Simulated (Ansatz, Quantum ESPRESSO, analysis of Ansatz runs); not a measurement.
# A hop of Na in Na2WO4 (Fd-3m), charge −1 (Quantum ESPRESSO)

How high is the barrier when Na changes place in Na2WO4 (Fd-3m)? The case: V_Na hop (3.2 Å), charge −1, in a cell of 56 host atoms with 1 Na taken out.

Program: Quantum ESPRESSO 7.5. Level of theory: Quantum ESPRESSO plane-wave DFT, PBEsol, GBRV 1.5 PBEsol potentials; nudged elastic band between two relaxed defect structures at fixed charge in a uniform background. Results are calculated unless marked as measured.

**1. Starting point**

The cell holds 55 atoms: 15 Na, 8 W and 32 O. Its edges and angles: a = 9.109 Å, b = 9.109 Å, c = 9.109 Å, α = 90.0°, β = 90.0°, γ = 90.0°. It derives from Na2WO4 (space group Fd-3m). Nearest the centre at fractional (0.000, 0.375, 0.500): Na1 at 1.48 Å, O38 at 1.87 Å, O28 at 1.88 Å, Na8 at 2.69 Å, Na13 at 2.70 Å, O48 at 2.84 Å, O42 at 2.90 Å, O33 at 2.96 Å. The cell carries charge −1.

The cell's shortest repeat is 9.1 Å.

**2. Relaxation of the start point, charge −1**

The ends come first: from an unrelaxed start the top is counted from too high an energy, and the barrier comes out too low. Quantum ESPRESSO starts from the structure that Ansatz relaxed. The charge of −1 is set by the electron count, and a uniform background keeps the cell neutral.

Contents of pw.in:

```
&CONTROL
  calculation = 'relax'
  prefix = 'pwscf'
  outdir = './tmp'
  pseudo_dir = './pseudo'
  tprnfor = .true.
  disk_io = 'low'
  nstep = 70
  forc_conv_thr = 0.00078
  etot_conv_thr = 0.0001
/
&SYSTEM
  ibrav = 0
  nat = 55
  ntyp = 3
  ecutwfc = 40
  ecutrho = 324
  nbnd = 224
  occupations = 'fixed'
  tot_charge = -1
  nosym = .true.
/
&ELECTRONS
  conv_thr = 6d-08
  electron_maxstep = 100
  mixing_beta = 0.5
/
&IONS
  ion_dynamics = 'bfgs'
/
ATOMIC_SPECIES
Na    22.9898 na_pbesol_v1.5.uspp.F.UPF
W    183.8400 w_pbesol_v1.2.uspp.F.UPF
O     15.9990 o_pbesol_v1.2.uspp.F.UPF
CELL_PARAMETERS angstrom
   9.1091060956    0.0000000000    0.0000000000
   0.0000000000    9.1091060956    0.0000000000
   0.0000000000    0.0000000000    9.1091060956
ATOMIC_POSITIONS crystal
Na     0.1150026201    0.3692557802    0.3857051302
Na     0.1238184001    0.8747655404    0.8738147304
Na     0.6357292803    0.3802936502    0.8650069104
Na     0.6269093603    0.8748046704    0.3768835802
Na     0.3753437502    0.1263028001    0.3769095202
Na     0.3753465102    0.6232547603    0.8738569704
Na     0.8808371104    0.1351061401    0.8649897404
Na     0.8698029304    0.6143463603    0.3857310902
Na     0.3753715402    0.3747917202    0.1253981501
Na     0.3753593702    0.8747650104    0.6253617203
Na     0.8753687104    0.8747703804    0.1253576501
Na     0.1238624801    0.1263055501    0.1253265101
Na     0.1149837001    0.6143905603    0.6308469403
Na     0.6357003103    0.1351491001    0.6198575303
Na     0.6268998003    0.6232711503    0.1253513801
W      0.2587960101    0.2470833901    0.7530251104
W      0.2502726901    0.7496673804    0.2504124101
W      0.7476896704    0.2470990901    0.2418501201
W      0.7476656804    0.7582360804    0.7529920104
W      0.0030502600   -0.0086939500    0.4976855002
W      0.0030354300    0.5024357802    0.0088547400
W      0.5004660802   -0.0001091400    0.0003148400
W      0.4919000902    0.5024520202    0.4977416202
O      0.3705140202    0.1327372201    0.6385877903
O      0.3639233702    0.6370711403    0.1367387301
O      0.8621134004    0.1327448601    0.1301331301
O      0.8617351904    0.6506790803    0.6389097203
O      0.1512741501    0.3611668702    0.6389243503
O      0.1376747001    0.8633143704    0.1367373401
O      0.6333546803    0.3615259402    0.1301136401
O      0.6333201903    0.8699607104    0.6385568003
O      0.1410213101    0.1354071501    0.8646824904
O      0.1371262501    0.6365225603    0.3635295402
O      0.6360027503    0.1354393101    0.3596118902
O      0.6359851703    0.6404857603    0.8646658304
O      0.3705333702    0.3615108102    0.8673343604
O      0.3639139302    0.8633295904    0.3630004702
O      0.8617849204    0.3611903702    0.3493435602
O      0.8620998004    0.8699653704    0.8673021204
O      0.3868207502    0.1124943801    0.1139850401
O      0.3801913802    0.6167827603    0.6122046903
O      0.8889436904    0.0988308500    0.6117601303
O      0.8886270204    0.6167777703    0.1206057001
O      0.1173975701    0.3880203002    0.1205809201
O      0.1173727501    0.8795841504    0.6121458003
O      0.5994697303    0.3883792402    0.6118121103
O      0.6130754703    0.8862417404    0.1139769801
O      0.1147361201    0.1090618701    0.3860227302
O      0.1146926401    0.6141148203    0.8910887604
O      0.6136044003    0.1130320701    0.8871852404
O      0.6096248803    0.6141443203    0.3860523802
O      0.3801587502    0.3880175702    0.3834427002
O      0.3868068302    0.8862394904    0.8877373504
O      0.8889328604    0.3883361402    0.9013734604
O      0.8886458804    0.8795477904    0.3833751902
K_POINTS crystal
1
0.25 0.25 0.25 1.0
```

The run is started by

```sh
$ OMP_NUM_THREADS=1 mpirun -n 16 pw.x -in pw.in > pw.out
```

The program printed:

```text
[shortened: banners, details of potentials and solvers, and blank lines are left out]
     one sub-group per band group will be used
     scalapack distributed-memory algorithm (size of sub-group:  2*  2 procs)
     bravais-lattice index     =            0
     lattice parameter (alat)  =      17.2137  a.u.
     unit-cell volume          =    5100.6307 (a.u.)^3
     number of atoms/cell      =           55
     number of atomic types    =            3
     number of electrons       =       440.00
     number of Kohn-Sham states=          224
     kinetic-energy cutoff     =      40.0000  Ry
     charge density cutoff     =     324.0000  Ry
     scf convergence threshold =      6.0E-08
     mixing beta               =       0.5000
     number of iterations used =            8  plain     mixing
     energy convergence thresh.=      1.0E-04
     force convergence thresh. =      7.8E-04
     Exchange-correlation= SLA  PW   PSX  PSC
                           (   1   4  10   8   0   0   0)
     nstep                     =           70
     crystal axes: (cart. coord. in units of alat)
               a(1) = (   1.000000   0.000000   0.000000 )
               a(2) = (   0.000000   1.000000   0.000000 )
               a(3) = (   0.000000   0.000000   1.000000 )
     PseudoPot. # 1 for Na read from file:
     na_pbesol_v1.5.uspp.F.UPF
     Pseudo is Ultrasoft, Zval =  9.0
[...]
PseudoPot. # 2 for W  read from file:
     w_pbesol_v1.2.uspp.F.UPF
     Pseudo is Ultrasoft + core correction, Zval = 14.0
[...]
PseudoPot. # 3 for O  read from file:
     o_pbesol_v1.2.uspp.F.UPF
     Pseudo is Ultrasoft + core correction, Zval =  6.0
[...]
atomic species   valence    mass     pseudopotential
     Na                9.00    22.98980     Na( 1.00)
     W                14.00   183.84000     W ( 1.00)
     O                 6.00    15.99900     O ( 1.00)
     No symmetry found
     site n.     atom                  positions (alat units)
         1        Na     tau(   1) = (   0.1150026   0.3692558   0.3857051  )
         2        Na     tau(   2) = (   0.1238184   0.8747655   0.8738147  )
         3        Na     tau(   3) = (   0.6357293   0.3802937   0.8650069  )
         4        Na     tau(   4) = (   0.6269094   0.8748047   0.3768836  )
         5        Na     tau(   5) = (   0.3753438   0.1263028   0.3769095  )
         6        Na     tau(   6) = (   0.3753465   0.6232548   0.8738570  )
         7        Na     tau(   7) = (   0.8808371   0.1351061   0.8649897  )
         8        Na     tau(   8) = (   0.8698029   0.6143464   0.3857311  )
[...]
number of k points=     1
                       cart. coord. in units 2pi/alat
        k(    1) = (   0.2500000   0.2500000   0.2500000), wk =   2.0000000
     Dense  grid:   502479 G-vectors     FFT dimensions: ( 100, 100, 100)
     Smooth grid:   173981 G-vectors     FFT dimensions: (  72,  72,  72)
     Check: negative core charge=   -0.000002
     starting charge     438.1010, renormalised to     440.0000
     Self-consistent Calculation
     iteration #  1     ecut=    40.00 Ry     beta= 0.50
     total energy              =   -3725.78865468 Ry
     estimated scf accuracy    <      20.19789164 Ry
     iteration #  2     ecut=    40.00 Ry     beta= 0.50
     total energy              =   -3729.28442381 Ry
     estimated scf accuracy    <      30.45503329 Ry
     iteration #  3     ecut=    40.00 Ry     beta= 0.50
     total energy              =   -3734.44065987 Ry
     estimated scf accuracy    <       0.24001179 Ry
[...]
c_bands:  3 eigenvalues not converged
[...]
c_bands:  2 eigenvalues not converged
[...]
estimated scf accuracy    <       0.00000319 Ry
     iteration # 12     ecut=    40.00 Ry     beta= 0.50
     total energy              =   -3734.52150661 Ry
     estimated scf accuracy    <       0.00000096 Ry
     iteration # 13     ecut=    40.00 Ry     beta= 0.50
     total energy              =   -3734.52150636 Ry
     estimated scf accuracy    <       0.00000151 Ry
     iteration # 14     ecut=    40.00 Ry     beta= 0.50
     End of self-consistent calculation
          k = 0.2500 0.2500 0.2500 ( 21794 PWs)   bands (ev):
   -68.9094 -68.9092 -68.7750 -68.7749 -68.7749 -68.7748 -68.7745 -68.7745
   -44.1020 -44.1008 -44.1006 -44.0984 -44.0981 -44.0969 -43.9634 -43.9632
   -43.9587 -43.9585 -43.9582 -43.9578 -43.9529 -43.9528 -43.9523 -33.3892
   -33.3891 -33.3882 -33.3881 -33.3861 -33.3797 -33.2798 -33.2795 -33.2793
   -33.2790 -33.2785 -33.2781 -33.2601 -33.2583 -33.2582 -33.2551 -33.2547
   -33.2529 -33.2452 -33.2445 -33.2440 -33.2394 -33.2387 -33.2383 -16.3213
   -16.3005 -16.3001 -16.2637 -16.2620 -16.2366 -16.2332 -16.2289 -16.2196
   -16.2192 -16.2159 -16.2105 -16.1971 -16.1954 -16.1928 -16.1914 -16.1839
[...]
highest occupied, lowest unoccupied level (ev):     4.0577    9.3029
!    total energy              =   -3734.52150666 Ry
     estimated scf accuracy    <       0.00000004 Ry
     The total energy is the sum of the following terms:
     one-electron contribution =   -1937.81996684 Ry
     hartree contribution      =    1133.62037992 Ry
     xc contribution           =    -770.81313060 Ry
     ewald contribution        =   -2159.50878914 Ry
     convergence has been achieved in  14 iterations
     Forces acting on atoms (cartesian axes, Ry/au):
     atom    1 type  1   force =     0.00009841    0.00019401   -0.00010745
     atom    2 type  1   force =     0.00004048    0.00001193    0.00007086
     atom    3 type  1   force =    -0.00011893   -0.00021974    0.00010865
     atom    4 type  1   force =    -0.00005373   -0.00001053   -0.00005002
     atom    5 type  1   force =     0.00001899   -0.00005702   -0.00006311
     atom    6 type  1   force =    -0.00000441    0.00003954    0.00004549
     atom    7 type  1   force =    -0.00019017   -0.00009472    0.00011149
     atom    8 type  1   force =     0.00023433    0.00016674   -0.00012865
[...]
Total force =     0.074139     Total SCF correction =     0.000564
     BFGS Geometry Optimization
     Energy error            =      5.5E-03 Ry
     Gradient error          =      8.5E-03 Ry/Bohr
     number of scf cycles    =   1
     number of bfgs steps    =   0
     energy             new  =   -3734.5215066562 Ry
     new trust radius        =       0.0146398141 bohr
     new conv_thr            =       0.0000000600 Ry
ATOMIC_POSITIONS (crystal)
[...]
total energy              =   -3734.52397202 Ry
     estimated scf accuracy    <       0.00007042 Ry
[...]
estimated scf accuracy    <       0.00000146 Ry
     iteration #  7     ecut=    40.00 Ry     beta= 0.50
     total energy              =   -3734.52397891 Ry
     estimated scf accuracy    <       0.00000016 Ry
     iteration #  8     ecut=    40.00 Ry     beta= 0.50
     total energy              =   -3734.52397897 Ry
     estimated scf accuracy    <       0.00000028 Ry
     iteration #  9     ecut=    40.00 Ry     beta= 0.50
[...]
k = 0.2500 0.2500 0.2500 ( 21794 PWs)   bands (ev):
   -68.9694 -68.9692 -68.8299 -68.8297 -68.8297 -68.8296 -68.8294 -68.8294
   -44.0802 -44.0791 -44.0789 -44.0766 -44.0764 -44.0752 -43.9341 -43.9341
   -43.9309 -43.9305 -43.9304 -43.9288 -43.9286 -43.9286 -43.9280 -33.4272
   -33.4271 -33.4263 -33.4262 -33.4239 -33.4174 -33.3069 -33.3064 -33.3063
   -33.3061 -33.3055 -33.3051 -33.2940 -33.2922 -33.2921 -33.2890 -33.2887
   -33.2869 -33.2805 -33.2798 -33.2793 -33.2749 -33.2741 -33.2738 -16.3003
   -16.2794 -16.2790 -16.2424 -16.2410 -16.2151 -16.2132 -16.2087 -16.1993
   -16.1989 -16.1946 -16.1897 -16.1760 -16.1741 -16.1723 -16.1708 -16.1631
[...]
highest occupied, lowest unoccupied level (ev):     4.0631    9.2231
!    total energy              =   -3734.52397898 Ry
     estimated scf accuracy    <       0.00000002 Ry
[...]
convergence has been achieved in   9 iterations
     Forces acting on atoms (cartesian axes, Ry/au):
     atom    1 type  1   force =     0.00011979    0.00023028   -0.00012241
     atom    2 type  1   force =     0.00001048    0.00000074    0.00001421
     atom    3 type  1   force =    -0.00013822   -0.00023648    0.00013302
     atom    4 type  1   force =    -0.00001746   -0.00002220   -0.00000827
     atom    5 type  1   force =     0.00000912   -0.00000988   -0.00001996
     atom    6 type  1   force =    -0.00000243   -0.00000410    0.00000144
     atom    7 type  1   force =    -0.00021762   -0.00010189    0.00012753
     atom    8 type  1   force =     0.00026836    0.00017474   -0.00014182
[...]
Total force =     0.014562     Total SCF correction =     0.000349
[...]
number of scf cycles    =   2
     number of bfgs steps    =   1
     energy             old  =   -3734.5215066562 Ry
     energy             new  =   -3734.5239789843 Ry
     CASE: energy            _new < energy            _old
     new trust radius        =       0.0040178613 bohr
[...]
ATOMIC_POSITIONS (crystal)
Na               0.1150148379        0.3692795557        0.3856922349
Na               0.1238213664        0.8747662897        0.8738197033
Na               0.6357148620        0.3802680139        0.8650204406
Na               0.6269052349        0.8748028650        0.3768801637
Na               0.3753453649        0.1262988807        0.3769047036
Na               0.3753461191        0.6232568965        0.8738597553
Na               0.8808142359        0.1350950920        0.8650031479
Na               0.8698311270        0.6143655634        0.3857159026
[...]
Self-consistent Calculation
[...]
k = 0.2500 0.2500 0.2500 ( 21794 PWs)   bands (ev):
[...]
highest occupied, lowest unoccupied level (ev):     4.0583    9.2308
!    total energy              =   -3734.52399933 Ry
[...]
convergence has been achieved in   9 iterations
     Forces acting on atoms (cartesian axes, Ry/au):
[...]
Total force =     0.012735     Total SCF correction =     0.000030
[...]
number of scf cycles    =   3
     number of bfgs steps    =   2
     energy             old  =   -3734.5239789843 Ry
     energy             new  =   -3734.5239993344 Ry
     CASE: energy            _new < energy            _old
     new trust radius        =       0.0018629267 bohr
[...]
ATOMIC_POSITIONS (crystal)
[...]
Self-consistent Calculation
     iteration #  1     ecut=    40.00 Ry     beta= 0.50
     total energy              =   -3734.52403353 Ry
     estimated scf accuracy    <       0.00001872 Ry
     iteration #  2     ecut=    40.00 Ry     beta= 0.50
     total energy              =   -3734.52403622 Ry
     estimated scf accuracy    <       0.00001362 Ry
     iteration #  3     ecut=    40.00 Ry     beta= 0.50
     total energy              =   -3734.52403875 Ry
     estimated scf accuracy    <       0.00000074 Ry
[...]
estimated scf accuracy    <       0.00000004 Ry
     iteration #  7     ecut=    40.00 Ry     beta= 0.50
     total energy              =   -3734.52403898 Ry
     estimated scf accuracy    <          3.6E-09 Ry
     iteration #  8     ecut=    40.00 Ry     beta= 0.50
     total energy              =   -3734.52403898 Ry
     estimated scf accuracy    <          2.4E-09 Ry
     iteration #  9     ecut=    40.00 Ry     beta= 0.50
     End of self-consistent calculation
          k = 0.2500 0.2500 0.2500 ( 21794 PWs)   bands (ev):
   -68.9628 -68.9626 -68.8264 -68.8262 -68.8262 -68.8261 -68.8259 -68.8258
   -44.0786 -44.0774 -44.0772 -44.0749 -44.0747 -44.0736 -43.9390 -43.9389
   -43.9343 -43.9343 -43.9339 -43.9335 -43.9302 -43.9300 -43.9297 -33.4220
   -33.4220 -33.4210 -33.4210 -33.4185 -33.4121 -33.3085 -33.3081 -33.3080
   -33.3077 -33.3072 -33.3068 -33.2911 -33.2893 -33.2892 -33.2861 -33.2858
   -33.2840 -33.2770 -33.2763 -33.2759 -33.2712 -33.2705 -33.2702 -16.2990
   -16.2780 -16.2777 -16.2410 -16.2394 -16.2136 -16.2117 -16.2072 -16.1978
   -16.1975 -16.1939 -16.1884 -16.1749 -16.1731 -16.1707 -16.1694 -16.1617
[...]
highest occupied, lowest unoccupied level (ev):     4.0607    9.2306
!    total energy              =   -3734.52403898 Ry
     estimated scf accuracy    <          3.0E-10 Ry
     The total energy is the sum of the following terms:
     one-electron contribution =   -1931.62381855 Ry
     hartree contribution      =    1130.45427292 Ry
     xc contribution           =    -770.59214874 Ry
     ewald contribution        =   -2162.76234461 Ry
     convergence has been achieved in   9 iterations
     Forces acting on atoms (cartesian axes, Ry/au):
     atom    1 type  1   force =     0.00016189    0.00020977   -0.00016286
     atom    2 type  1   force =     0.00004579    0.00000137    0.00004511
     atom    3 type  1   force =    -0.00017809   -0.00021496    0.00017171
     atom    4 type  1   force =    -0.00005194   -0.00001851   -0.00004019
     atom    5 type  1   force =     0.00001032   -0.00004488   -0.00005117
     atom    6 type  1   force =    -0.00000214    0.00003226    0.00003259
     atom    7 type  1   force =    -0.00019615   -0.00014540    0.00016734
     atom    8 type  1   force =     0.00024448    0.00021132   -0.00018099
[...]
Total force =     0.001795     Total SCF correction =     0.000058
     Energy error            =      4.0E-05 Ry
     Gradient error          =      5.4E-04 Ry/Bohr
     bfgs converged in   4 scf cycles and   3 bfgs steps
     (criteria: energy <  1.0E-04 Ry, force <  7.8E-04 Ry/Bohr)
     End of BFGS Geometry Optimization
     Final energy             =   -3734.5240389827 Ry
Begin final coordinates
ATOMIC_POSITIONS (crystal)
Na               0.1150238823        0.3692880738        0.3856831592
Na               0.1238243270        0.8747663294        0.8738225552
Na               0.6357051844        0.3802593376        0.8650298390
Na               0.6269020617        0.8748021641        0.3768774920
Na               0.3753457768        0.1262959651        0.3769015995
Na               0.3753460405        0.6232593191        0.8738621391
Na               0.8808062471        0.1350866979        0.8650123779
Na               0.8698409665        0.6143765207        0.3857061594
[...]
End final coordinates
   JOB DONE.
```

Wall time 4.3 min (16 MPI ranks of Arm Neoverse N1, shared host); peak memory 4.9 GiB.

Relaxation path:

```
step  energy less that of the first step (eV)
   0                                   0.0000
   1                                  -0.0336
   2                                  -0.0339
   3                                  -0.0345
```

Neighbours of Na1 at the end:

```
atom  distance (Å)
 O28         2.327
 O38         2.327
 O48         2.367
 O44         2.417
 O52         2.417
 O33         2.446
Na13         3.158
 Na8         3.158
```

Numbers from this step:

| Item | Value |
| --- | --- |
| highest filled level | 4.061 eV |
| lowest empty level | 9.231 eV |
| r.m.s. move of the farther half of the atoms | 0.05296 Å |
| largest move from the ideal geometry of this structure, a common shift of the far atoms taken out | 0.1585 Å |

The relaxation gained 0.034 eV and ended with a largest force component of 0.014 eV/Å.

(Part 1 of 3 ends here.)

[Logs are printed without paths, hosts, clocks, repeated set-up lines and the standing remarks that a program may print on its own settings, such as how far it seeks lower states.]

[Hosts, paths, dates, database ids (printed as entryN), source tags and the programs' standing remarks are cut or masked in the printed files.]
